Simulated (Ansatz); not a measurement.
**Cs2InAgCl6 (Fm-3m): spin-orbit coupling beyond the local functionals**

Aim: the spin-orbit change of the gap of Cs2InAgCl6 (Fm-3m).

Main program and level: Ansatz 0.2.0; density functionals with and without spin-orbit coupling, plane waves, PAW.

**The experiments to reproduce.**

- Gap 3.3 eV: optical gap from absorption onset near 380 nm, assigned as direct at Gamma; diffuse reflectance with Kubelka-Munk analysis; powder (“Cs2InAgCl6: A new lead-free halide double perovskite with direct band gap”, 2016, arxiv:1611.05426).

This is a report of a sequence of runs, with the program logs left out and the cost of each run kept.

## Step 1: Starting point

The structure is cubic, space group Fm-3m (No. 225). Conventional cell: a = 10.469 Å, b = 10.469 Å, c = 10.469 Å, α = 90.00°, β = 90.00°, γ = 90.00°. Cs has 12 Cl at 3.70 Å nearest. Nearest to In lie 6 Cl at 2.51 Å. Nearest to Ag lie 6 Cl at 2.72 Å. Nearest to Cl lie 1 In at 2.51 Å and 1 Ag at 2.72 Å and 4 Cs at 3.70 Å. Farther neighbours, and contacts between anions beyond the nearest, are not listed.

The cell and positions come from the Crystallography Open Database and are kept as given unless a step says otherwise. The default PAW set here is soft_2. Its files were made with PBE.

## Step 2: HSE06, 2×2×2 mesh

This step: DFT, HSE06, plane waves, PAW.

File input.yaml:

```yaml
crystal:
  lattice:
    - [0.0, 5.2345, 5.2345]
    - [5.2345, 0.0, 5.2345]
    - [5.2345, 5.2345, 0.0]
  atoms:
    - { symbol: Cs, position: [0.25, 0.25, 0.25] }
    - { symbol: Cs, position: [0.75, 0.75, 0.75] }
    - { symbol: In, position: [0.0, 0.0, 0.0] }
    - { symbol: Ag, position: [0.5, 0.5, 0.5] }
    - { symbol: Cl, position: [0.76021, 0.23979, 0.23979] }
    - { symbol: Cl, position: [0.23979, 0.76021, 0.23979] }
    - { symbol: Cl, position: [0.23979, 0.76021, 0.76021] }
    - { symbol: Cl, position: [0.76021, 0.23979, 0.76021] }
    - { symbol: Cl, position: [0.23979, 0.23979, 0.76021] }
    - { symbol: Cl, position: [0.76021, 0.76021, 0.23979] }
kpoints:
  mp_grid: { grid: [2, 2, 2] }
  band_path:
    path:
      - [0.0, 0.0, 0.0]
      - [0.5, 0.0, 0.5]
      - [0.625, 0.25, 0.625]
      - [0.375, 0.375, 0.75]
      - [0.5, 0.5, 0.5]
      - [0.5, 0.25, 0.75]
    npoints: 1
hamiltonian:
  xc: hse06
scf:
  occupations: { method: fixed }
  n_extra_bands: 7
output:
  eigenvalues: true
```

Started as:

```
> ansatz run input.yaml --threads 3 --pin off --max-ram 92160MiB --backend cuda --events-out ev --progress --plain --runs-dir out --devices 1 --max-vram 13GiB
```

Run time: 19 s. Hardware: 1 × NVIDIA H100 80GB HBM3 (shared by 6 runs) with 3 threads of AMD EPYC 7R13 (Zen 3), shared host; peak memory 1.2 GiB; 28 s of CPU time.

Read from the output:

* gap: 2.578 eV
* valence top at: Γ
* conduction bottom at: Γ
* least direct gap: 2.578 eV
* exact-exchange fraction: 0.25

The gap is direct, at Γ.

## Step 3: HSE06+SOC, 2×2×2 mesh

Spin-orbit coupling can split or shift the edges; a non-collinear run measures by how much.

This step: DFT, HSE06 with spin-orbit coupling, plane waves, PAW.

input.yaml: that of step 2 with these lines changed.

```diff
@@ -30,5 +30,12 @@
 scf:
-  occupations: { method: fixed }
-  n_extra_bands: 7
+  occupations: { method: fermi_dirac, width: 0.02 }
+  n_extra_bands: 14
+magnetization:
+  noncollinear: true
+  spin_orbit: true
 output:
   eigenvalues: true
+  write_density: true
+  write_potential: true
+  elf: true
+  volumetric_format: npy
```

Run time: 69 s. Hardware: 1 × NVIDIA H100 80GB HBM3 (shared by 6 runs) with 3 threads; peak memory 1.9 GiB; 1.9 min of CPU time.

Numbers from this step:

```yaml
gap: 2.562 eV
valence_top_at: Γ
conduction_bottom_at: Γ
least_direct_gap: 2.562 eV
exact_exchange_fraction: 0.25
```

The gap stands −0.02 eV against HSE06.

## Step 4: Together

Times are wall times on 1 × NVIDIA H100 80GB HBM3 (shared by 6 runs) with 3 threads of AMD EPYC 7R13 (Zen 3), shared host, good to a factor of about two.

| level | gap (eV) | with coupling (eV) | change (eV) | time | with coupling |
| --- | --- | --- | --- | --- | --- |
| HSE06 | 2.58 | 2.56 | −0.02 | 19 s | 69 s |

## Step 5: What came out

```json
{
 "HSE06": "2.58 eV",
 "HSE06+SOC": "2.56 eV"
}
```

What this shows: Spin-orbit coupling changes the gap by −0.02 eV and the least direct gap by −0.02 eV. Against experiment, by HSE06+SOC: the direct gap of 2.56 eV lies −0.74 eV from the measured 3.3 eV (direct, 2016). An exciton line or allowed optical edge lies below the quasiparticle gap by the binding energy; a forbidden edge can push the onset above it. The lattice is static and excitons are left out.

[Long decimals in the printed logs are rounded to 6 places.]

[Logs are printed without paths, hosts, clocks, repeated set-up lines and the standing remarks that a program may print on its own settings, such as how far it seeks lower states.]

[Paths, hosts, dates, memory and timing lines, banners, echoed tables and standing remarks are left out of the program output; an Ansatz launch command may be rebuilt from the run's recorded settings. Measured values are a selection of at most five: reports struck by readers or far from the other reports are left out. None is set beside runs whose start may be inverted or whose files or cutoffs have a known fault.]

[Runs of the session that timed out or met a known fault of the program may be left out.]

[Cells called generated may have been cut or substituted from an entry of the Crystallography Open Database or the Materials Project.]

[Hosts, paths, dates, database ids (printed as entryN), source tags and the programs' standing remarks are cut or masked in the printed files.]

[Where the starting crystal was built by hand or by swapping elements, it need not be the compound's stable phase.]
